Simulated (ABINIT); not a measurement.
# A GW chain in ABINIT: CsSnI3 (Pm-3m), part 3 of 3

Wanted: ground state, empty states, screening and self-energy for CsSnI3 (Pm-3m).

ABINIT 10.8.3; PBE and many-body steps on it, plane waves. Known limits of the many-body steps: not at the basis limit; screening runs away on this mesh; no spin-orbit coupling; coarse k mesh.

So far. Step 4 (Empty states on the mesh, 2×2×2 mesh, 213 bands): On this mesh the gap is 0.481 eV. Step 5 (Screening, 2×2×2 mesh, 195 bands, screening to 87.1 eV): Local fields lower ε∞ by 20 %. The value itself is an artefact of the mesh, where one narrow direct gap carries too much weight.

### 6. Self-energy, 2×2×2 mesh, 195 bands, screening to 87.1 eV

The self-energy is evaluated for the states that the input lists, and the levels follow from it, in one-shot runs by the linearised quasiparticle equation.

This step: G0W0 on PBE, plane waves, norm-conserving pseudopotentials.

run.abi

```
acell 3*1.0 Angstrom
rprim 
  6.286228000000 0.000000000000 0.000000000000
  0.000000000000 6.286228000000 0.000000000000
  0.000000000000 0.000000000000 6.286228000000
ntypat 3
znucl 55 50 53
natom 5
typat 1 2 3 3 3
xred 
  0.500000000000 0.500000000000 0.500000000000
  0.000000000000 0.000000000000 0.000000000000
  0.500000000000 0.000000000000 0.000000000000
  0.000000000000 0.000000000000 0.500000000000
  0.000000000000 0.500000000000 0.000000000000
pp_dirpath "pseudos"
pseudos "Cs.upf, Sn.upf, I.upf"
ecut 38
ngkpt 2 2 2
nshiftk 1
shiftk 0 0 0
kptopt 1
chksymbreak 0
istwfk *1
occopt 1
irdwfk 1
optdriver 4
nband 195
gwcalctyp 0
ecutsigx 38
symsigma 1
nkptgw 2
kptgw 
  0.5000000000 0.5000000000 0.5000000000
  0.0000000000 0.0000000000 0.0000000000
bdgw 
  50 56
  51 56
ecuteps 3.2
irdscr 1
ppmodel 1
indata_prefix "in"
outdata_prefix "out"
tmpdata_prefix "tmp"
```

The run is started by

```console
OMP_NUM_THREADS=1 mpirun -n 8 abinit run.abi > log
```

Numbers of over 12 decimals in the logs are rounded to 6 here.

The program printed:

```text
.Version 10.8.3 of ABINIT. v10.8.2 released Aug 2026.

 Symmetries : space group Pm -3 m (#221); Bravais cP (primitive cubic)
[... echo of the input left out ...]
== DATASET  1 ==================================================================
-   mpi_nproc: 8, omp_nthreads: 1 (-1 if OMP is not activated)

--- !DatasetInfo
iteration_state: {dtset: 1, }
dimensions: {natom: 5, nkpt: 4, mband: 195, nsppol: 1, nspinor: 1, nspden: 1, mpw: 18805, }
cutoff_energies: {ecut:  38.0, pawecutdg:  -1.0, }
electrons: {nelect:   1.06000000E+02, charge:   0.00000000E+00, occopt:   1.00000000E+00, tsmear:   1.00000000E-02, }

 SIGMA: Calculation of the GW corrections

 Based on a program developped by R.W. Godby, V. Olevano, G. Onida, and L. Reining.
 Incorporated in ABINIT by V. Olevano, G.-M. Rignanese, and M. Torrent.
.Using double precision arithmetic ; gwpc =  8

[... cell and pseudopotentials left out ...]
--------------------------------------------------------------------------------

 ==== K-mesh for the wavefunctions ====
 Number of points in the irreducible wedge :     4
[... list of points left out ...]
 Together with 48 symmetry operations and time-reversal symmetry
 yields     8 points in the full Brillouin Zone.

 ==== Q-mesh for screening function ====
 Number of points in the irreducible wedge :     4
[... list of points left out ...]
 Together with 48 symmetry operations and time-reversal symmetry
 yields     8 points in the full Brillouin Zone.

 vcoul_init : cutoff-mode = AUXILIARY_FUNCTION
 q-points for optical limit:   1
     1)      0.000010    0.000020    0.000030
 setmesh: FFT mesh size selected  =    72x   72x   72
          total number of points  =       373248

 Number of electrons calculated from density =  106.0000; Expected =  106.0000
 average of density, n =  0.063232
 r_s =    1.5571
 omega_plasma =   24.2563 [eV]

 === KS Band Gaps ===
  >>>> For spin  1
   Minimum direct gap =   0.4813 [eV], located at k-point      :   0.5000  0.5000  0.5000
   Fundamental gap    =   0.4813 [eV], Top of valence bands at :   0.5000  0.5000  0.5000
                                       Bottom of conduction at :   0.5000  0.5000  0.5000
 SIGMA fundamental parameters:
 PLASMON POLE MODEL  1
 number of plane-waves for SigmaX                18805
 number of plane-waves for SigmaC and W            461
 number of plane-waves for wavefunctions         18805
 number of bands                                   195
 number of independent spin polarizations            1
 number of spinorial components                      1
 number of k-points in IBZ                           4
 number of q-points in IBZ                           4
 number of symmetry operations                      48
 number of k-points in BZ                            8
 number of q-points in BZ                            8
 number of frequencies for dSigma/dE                 9
 frequency step for dSigma/dE [eV]                0.25
 number of omega for Sigma on real axis              0
 max omega for Sigma on real axis  [eV]           0.00
 zcut for avoiding poles [eV]                     0.10

 EPSILON^-1 parameters (SCR file):
 dimension of the eps^-1 matrix on file            461
 dimension of the eps^-1 matrix used               461
 number of plane-waves for wavefunctions         18805
 number of bands                                   195
 number of q-points in IBZ                           4
 number of frequencies                               2
 number of real frequencies                          1
 number of imag frequencies                          1

 matrix elements of self-energy operator (all in [eV])

 Perturbative Calculation

--- !SelfEnergy_ee
iteration_state: {dtset: 1, }
kpoint     : [   0.500,    0.500,    0.500, ]
spin       : 1
KS_gap     :    0.481
QP_gap     :    0.881
Delta_QP_KS:    0.400
data: !SigmaeeData |
     Band     E0 <VxcDFT>   SigX SigC(E0)      Z dSigC/dE  Sig(E)    E-E0       E
       50   1.957 -13.386 -16.194   2.452   0.782  -0.279 -13.664  -0.278   1.679
       51   1.957 -13.386 -16.194   2.452   0.782  -0.279 -13.664  -0.278   1.679
       52   1.957 -13.386 -16.194   2.452   0.782  -0.279 -13.664  -0.278   1.679
       53   3.493 -14.211 -15.453   1.465   0.790  -0.266 -14.035   0.177   3.669
       54   3.974 -10.553  -6.743  -3.084   0.794  -0.260  -9.977   0.576   4.550
       55   3.974 -10.553  -6.743  -3.084   0.794  -0.260  -9.977   0.576   4.550
       56   3.974 -10.553  -6.743  -3.084   0.794  -0.260  -9.977   0.576   4.550

--- !SelfEnergy_ee
iteration_state: {dtset: 1, }
kpoint     : [   0.000,    0.000,    0.000, ]
spin       : 1
KS_gap     :    4.316
QP_gap     :    4.738
Delta_QP_KS:    0.422
data: !SigmaeeData |
     Band     E0 <VxcDFT>   SigX SigC(E0)      Z dSigC/dE  Sig(E)    E-E0       E
       51   1.542 -12.998 -15.828   2.443   0.780  -0.281 -13.299  -0.302   1.240
       52   1.542 -12.998 -15.828   2.443   0.780  -0.281 -13.299  -0.302   1.240
       53   1.542 -12.998 -15.828   2.443   0.780  -0.281 -13.299  -0.302   1.240
       54   5.859  -6.224  -2.837  -3.243   0.831  -0.203  -6.104   0.120   5.978
       55   6.866  -6.273  -2.799  -3.184   0.831  -0.204  -6.032   0.241   7.106
       56   6.866  -6.273  -2.799  -3.184   0.831  -0.204  -6.032   0.241   7.106

== END DATASET(S) ==============================================================
================================================================================

 -outvars: echo values of variables after computation  --------
           etotal      0.0000000000E+00
            nband         195
             nkpt           4
          spgroup         221
 [... the other variables as echoed above ...]

 Calculation completed.
```

It took 21 s on 8 MPI ranks of Intel Xeon Platinum 8488C (Sapphire Rapids), shared host; peak memory 4.7 GiB; 2.8 min of CPU time.

This step gave:

```
G0W0 gap on the points computed              : 0.8810 eV
starting gap on the mesh                     : 0.4814 eV
k of the valence top                         : 0.5, 0.5, 0.5
k of the conduction bottom                   : 0.5, 0.5, 0.5
Z at the valence top                         : 0.79
Z at the conduction bottom                   : 0.794
least direct G0W0 gap on the computed points : 0.8810 eV
```

The gap on the mesh goes from 0.48 eV to 0.88 eV, a correction of +0.40 eV.

Limits: finite bands, cutoff and mesh; no spin-orbit coupling; coarse k mesh. v1 is the top filled band, c1 the lowest empty one. Levels before and after the correction, in eV, zero at the valence-band top of each column:

|  | conduction bottom | valence top |
| --- | --- | --- |
| Kohn-Sham | 0.48 | 0.00 |
| G0W0 | 0.88 | 0.00 |

|  | level | energy (eV) |
| --- | --- | --- |
| Kohn-Sham | (0.5 0.5 0.5) v4-v2 | -1.536 |
| Kohn-Sham | (0.5 0.5 0.5) v1 | 0.000 |
| Kohn-Sham | (0.5 0.5 0.5) c1-c3 | 0.481 |
| G0W0 | (0.5 0.5 0.5) v4-v2 | -1.990 |
| G0W0 | (0.5 0.5 0.5) v1 | 0.000 |
| G0W0 | (0.5 0.5 0.5) c1-c3 | 0.881 |

### 7. Where the time went

Times are wall times on 8 MPI ranks of Intel Xeon Platinum 8488C (Sapphire Rapids), shared host, good to a factor of about two.

| step | time | share | memory (GiB) |
| --- | --- | --- | --- |
| ground state | 3.3 min | 22 % | 1.4 |
| bands along the symmetry lines | 5.1 min | 33 % | 1.8 |
| empty states on the mesh | 4.5 min | 29 % | 1.1 |
| screening | 2 min | 13 % | 6.3 |
| self-energy | 21 s | 2 % | 4.7 |

### 8. Summary of results

| Quantity | Value |
| --- | --- |
| PBE gap | 0.48 eV, direct |
| G0W0 gap on the mesh | 0.88 eV |
| GW settings | 2×2×2 mesh, 195 bands, screening to 87.1 eV, Godby-Needs plasmon pole |
| known limits | not at the basis limit; screening runs away on this mesh; no spin-orbit coupling; coarse k mesh |

What this shows: G0W0 moves the gap on the mesh from 0.48 eV to 0.88 eV (+0.40 eV), with Z of 0.79 and 0.79 at the edges. Local fields lower the RPA ε∞ on this mesh from 133.71 to 107.16; a Γ-centred mesh this coarse tends to raise both, most where the direct gap is narrow, while a short band sum lowers them. Only 2 of the mesh's irreducible points were corrected, so a valley elsewhere could overtake. Bands and cutoff are finite, so the gap is not at the basis limit. The miss can reach some tenths of an eV and take either sign; the mesh is an error of its own. In the G0W0 run levels were corrected at 2 k points alone, so a gap called «on the mesh» is the least over those, and an edge elsewhere would be missed. The 2×2×2 mesh is coarse for this cell, which bears on the long-range parts of exchange and screening. This is the ideal cubic cell; many perovskites, halides above all, are cubic only on average, and local tilts or off-centring can widen the gap. On this mesh the RPA ε∞ passes 90, more than nearly any semiconductor shows; a coarse mesh does this where one point with a narrow direct gap carries much weight. The screening is then too strong, and the G0W0 gap should not be taken as the material's. The many-body steps are scalar-relativistic: spin-orbit coupling is not in them.

[Paths, hosts, dates, memory and timing lines, banners, echoed tables and standing remarks are left out of the program output.]

[Logs are printed without paths, hosts, clocks, repeated set-up lines and the standing remarks that a program may print on its own settings, such as how far it seeks lower states.]

[Runs of the session that timed out or met a known fault of the program may be left out.]

[Hosts, paths, dates, database ids (printed as entryN), source tags and the programs' standing remarks are cut or masked in the printed files.]

[G0W0 gaps are taken among the corrected bands and points alone; a level outside them can change the order at an edge.]

[Where Ansatz stands beside ABINIT at settings called matched, ABINIT's density can come from a denser mesh and the files from another edition; pairs whose starting gaps differed by over 0.03 eV were left out, so agreement reads better than it is.]
